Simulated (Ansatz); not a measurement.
# Phonons of SiO2 (Cristobalite, P4_12_12) against volume, part 4 of 4

Aim: how do the optical modes of SiO2 (Cristobalite, P4_12_12) move with volume?

Ansatz 0.2.0; DFT LDA, scalar-relativistic, plane waves, PAW; PAW set soft_1.

So far, mean high-frequency dielectric constant: step 4 (zone-centre response at rest) 2.32; step 6 (volume ratio 1.06) 2.25.

The database entry behind the starting cell lists a temperature of 340 K, so it need not match the best structure at ambient conditions.

## 8. Zone-centre modes of the member: 0.9 times the volume at rest

The zone-centre modes follow for 0.9 times the volume at rest, with the response to a field.

input.yaml

```yaml
crystal:
  lattice:
    - [4.7943890442, 0.0, 0.0]
    - [0.0, 4.7943890442, 0.0]
    - [0.0, 0.0, 6.5718399354]
  atoms:
    - { symbol: O, position: [0.2303078651, 0.1444647009, 0.1983006596] }
    - { symbol: O, position: [0.3555352991, 0.7303078651, 0.4483006596] }
    - { symbol: O, position: [0.7696921349, 0.8555352991, 0.6983006596] }
    - { symbol: O, position: [0.6444647009, 0.2696921349, 0.9483006596] }
    - { symbol: O, position: [0.7303078651, 0.3555352991, 0.5516993404] }
    - { symbol: O, position: [0.8555352991, 0.7696921349, 0.3016993404] }
    - { symbol: O, position: [0.2696921349, 0.6444647009, 0.0516993404] }
    - { symbol: O, position: [0.1444647009, 0.2303078651, 0.8016993404] }
    - { symbol: Si, position: [0.3204290672, 0.3204290672, 0.0] }
    - { symbol: Si, position: [0.1795709328, 0.8204290672, 0.25] }
    - { symbol: Si, position: [0.6795709328, 0.6795709328, 0.5] }
    - { symbol: Si, position: [0.8204290672, 0.1795709328, 0.75] }
kpoints:
  mp_grid: { grid: [4, 4, 4] }
hamiltonian:
  xc: lda
  pseudopotentials: { kind: paw, azcp: { folder: soft_1 }, xc_functional: pbe }
scf:
  occupations: { method: fixed }
output:
  eigenvalues: true
phonons:
  method: dfpt
  dielectric: true
  rigid_motions: translations
```

Started as:

```console
$ ansatz run input.yaml --threads 8 --pin off --max-ram 20480MiB --backend cpu --events-out ev --progress --plain --runs-dir out
```

Numbers of over 12 decimals in the logs are rounded to 6 here.

Output:

```text
[...]
Crystal: 12 atoms, lattice volume = 151.061 Å³
Basis set: ecut = 420 eV, 2953 PW (Γ), exchange–correlation on 72×72×96 points (8 copies of the dense FFT grid, shifted against one another)
Bands: 44, of which v1, the nominal top of the filled ones, is band 32 counted from 1 (31 counted from 0)
Symmetry: 8 space group operations
k-points: 36 of 64 (irreducible under 1 space group operation, time reversal used)
[...]
ω (cm⁻¹)  modes    IR ((D/Å)²/amu)
[...]
optical modes at Γ + LO–TO along q̂ = [0.0000, 1.0000, 0.0000]:
      ω (cm⁻¹)  modes    IR ((D/Å)²/amu)
[...]
optical modes at Γ + LO–TO along q̂ = [0.0000, 0.0000, 1.0000]:
      ω (cm⁻¹)  modes    IR ((D/Å)²/amu)
[...]
1064.25      1             0.0000
       1091.92      1             0.0000
       1165.24      2             5.3100
       1212.42      1            60.6805
[key lines of the parts left out:]
SCF converged after 9 iterations
Free energy (F): -6890.717660 eV
Fermi energy:    2.182861 eV
```

The job ended after 72 s (8 threads of Arm Neoverse N1, shared host; peak memory 1.3 GiB; 8.6 min of CPU time).

Numbers from this step:

```yaml
sum_rule_residual_before_enforcement: 3.60e-5 eV/Å²
miss_of_the_charge_sum_rule: 0.004631 e
estimated_error_of_the_dielectric_tensor: 0.008777
estimated_error_of_the_born_charges: 0.01216 e
highest_optical_mode_at_the_zone_centre_no_lo_to_term: 1165 cm⁻¹
lowest_optical_zone_centre_mode: 69.53 cm⁻¹
mean_high_frequency_dielectric_constant: 2.473
largest_born_charge_third_of_the_trace: 3.293 e
mean_static_dielectric_constant: 4.425
top_of_the_zone_centre_spectrum_with_the_field: 1228 cm⁻¹
```

Without the LO-TO term. Patterns of degenerate modes are one choice out of their space. The modes at Γ (shares of kinetic energy by element, %); the lowest 24 and highest 6 of 36:

```
mode  frequency (cm⁻¹)  symmetry  O %  Si %
   1               0.0  acoustic   53    47
   2               0.0  acoustic   53    47
   3               0.0  acoustic   53    47
   4              69.5        B1   94     6
   5             137.3        B1   63    37
   6             175.4         E   81    19
   7             175.4         E   81    19
   8             247.5        A1   39    61
   9             261.8         E  100     0
  10             261.8         E  100     0
  11             270.2        B2   90    10
  12             276.9        A2   83    17
  13             344.8        A1   96     4
  14             374.1        B1   49    51
  15             384.0         E   73    27
  16             384.0         E   73    27
  17             450.2        B2   88    12
  18             467.5        A1   90    10
  19             470.1         E   69    31
  20             470.1         E   69    31
  21             493.6        A2   65    35
  22             631.2         E   46    54
  23             631.2         E   46    54
  24             796.2        B2   22    78
  31            1063.6         E   76    24
  32            1064.2        B1   76    24
  33            1074.6        A2   74    26
  34            1091.9        B2  100     0
  35            1165.2         E   76    24
  36            1165.2         E   76    24
```

Displacements in mode 4 (69.5 cm⁻¹), the largest set to 1:
```
O1   1.00 -0.36  0.16
O2  -0.36 -1.00 -0.16
O3  -1.00  0.36  0.16
O4   0.36  1.00 -0.16
O5   1.00  0.36 -0.16
O6  -0.36  1.00  0.16
O7  -1.00 -0.36 -0.16
O8   0.36 -1.00  0.16
Si9  0.20 -0.20  0.02
Si10-0.20 -0.20 -0.02
Si11-0.20  0.20  0.02
Si12 0.20  0.20 -0.02
```

Displacements in mode 18 (467.5 cm⁻¹), the largest set to 1:
```
O1  -0.16  0.52  1.00
O2  -0.52 -0.16  1.00
O3   0.16 -0.52  1.00
O4   0.52  0.16  1.00
O5  -0.16 -0.52 -1.00
O6  -0.52  0.16 -1.00
O7   0.16  0.52 -1.00
O8   0.52 -0.16 -1.00
Si9 -0.29 -0.29  0.00
Si10 0.29 -0.29  0.00
Si11 0.29  0.29  0.00
Si12-0.29  0.29  0.00
```

Transverse modes. Lines of the infrared spectrum (strongest = 100):

```
position (cm⁻¹)  lines merged  relative intensity
             70             1                 0.0
            137             1                 0.0
            175             1                 0.5
            248             1                 0.0
            262             1                 0.3
            270             1                 0.0
            277             1                 2.0
            345             1                 0.0
            374             1                 0.0
            384             1                 7.2
            450             1                 0.0
            468             1                 0.0
            470             1                  20
            494             1                 6.5
            631             1                 6.8
            796             1                 0.0
            798             1                  14
            803             1                 0.0
            817             1                 0.1
           1060             1                 0.0
           1064             2                 100
           1075             1                  43
           1092             1                 0.0
           1165             1                 4.9
```

Without the LO-TO term the lowest optical mode is real, 69.5 cm⁻¹, and the highest lies at 1165.2 cm⁻¹.

For the mean high-frequency dielectric constant, step 4 gave 2.32; this run, with volume ratio 0.9, gives 2.47 (+7 %).

## 9. The series together

The members are set side by side, also those not shown above.

Each row is one cell with its response, relaxed at fixed volume as far as symmetry leaves anything free; energies are extrapolated to zero smearing, and E0 is that at rest; the axis is the Cartesian z axis of the cell; shape and atoms are relaxed in each cell where symmetry leaves them free. State of the crystal along the series:

```
volume ratio  V (Å³/atom)  pressure (GPa)  E - E0 (meV/atom)  first cell vector (Å)  third cell vector (Å)  gap on mesh (eV)  ε∞ along the axis  ε∞ across the axis, mean  ε0 along the axis  ε0 across the axis, mean  largest Born charge in size, a third of the trace (e)  top mode with the field, highest of q along x, y and z (cm⁻¹)
         0.9        12.59           1.547              5.946                  4.794                  6.572              5.73              2.454                     2.483              4.161                     4.558                                                  3.293                                                           1228
        0.92        12.87           1.136              3.598                  4.825                  6.633             5.693              2.423                     2.449              4.116                     4.479                                                  3.297                                                           1230
        0.94        13.15          0.7928              1.912                  4.855                  6.694             5.658              2.394                     2.416              4.074                     4.406                                                  3.303                                                           1232
        0.96        13.43          0.4935             0.7903                  4.885                  6.753             5.623              2.366                     2.385              4.036                     4.338                                                   3.31                                                           1234
        0.98        13.71          0.2268             0.1737                  4.914                  6.811             5.588              2.339                     2.355              4.001                     4.274                                                  3.317                                                           1237
        0.99        13.85          0.1133             0.0289                  4.929                   6.84             5.571              2.325                     2.341              3.985                     4.244                                                  3.322                                                           1238
           1        13.99       -0.002348                  0                  4.943                  6.869             5.554              2.312                     2.326               3.97                     4.215                                                  3.326                                                           1239
        1.02        14.27         -0.2153             0.2059                  4.973                  6.924             5.521              2.287                     2.299              3.941                      4.16                                                  3.337                                                           1242
        1.04        14.55         -0.4096             0.6783                  5.001                  6.979              5.49              2.263                     2.273              3.916                     4.109                                                  3.348                                                           1245
        1.06        14.83         -0.5896              1.585                   5.03                  7.032              5.46               2.24                     2.248              3.893                     4.062                                                   3.36                                                           1247
```

Without the LO-TO term; each mode is tracked from rest by its pattern, and modes that stay within 0.3 cm⁻¹ of each other stand once; the 10 lowest of 25 levels; shape and atoms are relaxed in each cell where symmetry leaves them free. Optical modes along the series:

```
V (Å³/atom)  mode 4 B1 (cm⁻¹)  mode 5 B1 (cm⁻¹)  mode 6 E (cm⁻¹)  mode 8 A1 (cm⁻¹)  mode 9 E (cm⁻¹)  mode 11 B2 (cm⁻¹)  mode 12 A2 (cm⁻¹)  mode 13 A1 (cm⁻¹)  mode 14 B1 (cm⁻¹)  mode 15 E (cm⁻¹)
      12.59             69.53             137.3            175.4             247.5            261.8              270.2              276.9              344.8              374.1               384
      12.87             65.22               133            170.5             244.3            260.9              269.6              277.2              345.6              372.8             381.6
      13.15             60.54             128.8            165.5             240.8            260.1              269.4              277.8              346.2              371.1             379.2
      13.43             55.89             124.7            160.4             236.8            259.6              269.5              278.6              346.7              369.4             376.7
      13.71             51.23             120.7            155.1             232.4            259.2              269.9              279.5              347.2              367.4               374
      13.85             48.61             118.6            152.2               230              259              270.1                280              347.4              366.3             372.6
      13.99             46.16             116.5            149.4             227.4            258.9              270.4              280.5              347.5              365.2             371.2
      14.27                41             112.1            143.4             221.6            258.6              271.2              281.6              347.7              362.8             368.2
      14.55             35.65             107.5              137             214.9            258.4              272.3              282.9              347.9              360.2               365
      14.83             29.36             102.5            129.8             206.9            258.1              273.6              284.2              347.8              357.4             361.5
```

From cubic fits (parabolas where under five rows exist) of ln ω and P against ln V through the rows within about 4 % of rest: γ = −d ln ω / d ln V and dω/dP = γ ω / B. Slopes at rest:

```
      mode  fitted frequency at rest (cm⁻¹)  Grüneisen parameter γ  dω/dP (cm⁻¹/GPa)
 mode 4 B1                             46.2                   5.51              23.1
 mode 5 B1                            116.5                   1.83              19.3
  mode 6 E                            149.4                   1.94             26.31
 mode 8 A1                            227.4                   1.18              24.4
  mode 9 E                            258.9                   0.06               1.5
mode 11 B2                            270.4                  -0.13             -3.14
mode 12 A2                            280.5                  -0.19             -4.84
mode 13 A1                            347.5                  -0.04             -1.16
mode 14 B1                            365.2                   0.32             10.48
 mode 15 E                            371.2                   0.39             13.25
mode 17 A1                            414.9                   1.23             46.48
mode 18 B2                            429.7                   0.57             22.13
 mode 19 E                            453.5                   0.39             16.15
```

## 10. What came out

```yaml
members: 10
highest_optical_mode_at_the_zone_centre_no_lo_to_term_at_rest: 1190 cm⁻¹
bulk_modulus_at_rest: 11.0 GPa
mode_15_e_gamma: 0.39
mode_17_a1_gamma: 1.23
mode_18_b2_gamma: 0.57
mode_19_e_gamma: 0.39
```

What this shows: The series spans -0.6 to 1.5 GPa, and the slope at rest gives a bulk modulus of 11 GPa. Among the modes in the table of slopes γ runs from -0.19 (mode 12 A2) to 5.51 (mode 4 B1). A negative γ means that the mode softens under pressure. ε∞ along z is 2.31 at rest, with d ln ε∞ / d ln V = -0.55. One k mesh and one cutoff serve the ground states and modes of all volumes; the field response picks its own mesh. These are harmonic frequencies at zero temperature: anharmonic shifts, linewidths and thermal expansion are left out. The PAW files were made for PBE; the program adapts parts of them to the functional of the run, but their partial waves stay those of PBE, an approximation that was not tested in this session. Only the zone centre was solved, so an instability at another wavevector cannot show here.

[Logs are printed without paths, hosts, clocks, repeated set-up lines and the standing remarks that a program may print on its own settings, such as how far it seeks lower states.]

[Hosts, paths, dates, database ids (printed as entryN), source tags and the programs' standing remarks are cut or masked in the printed files.]
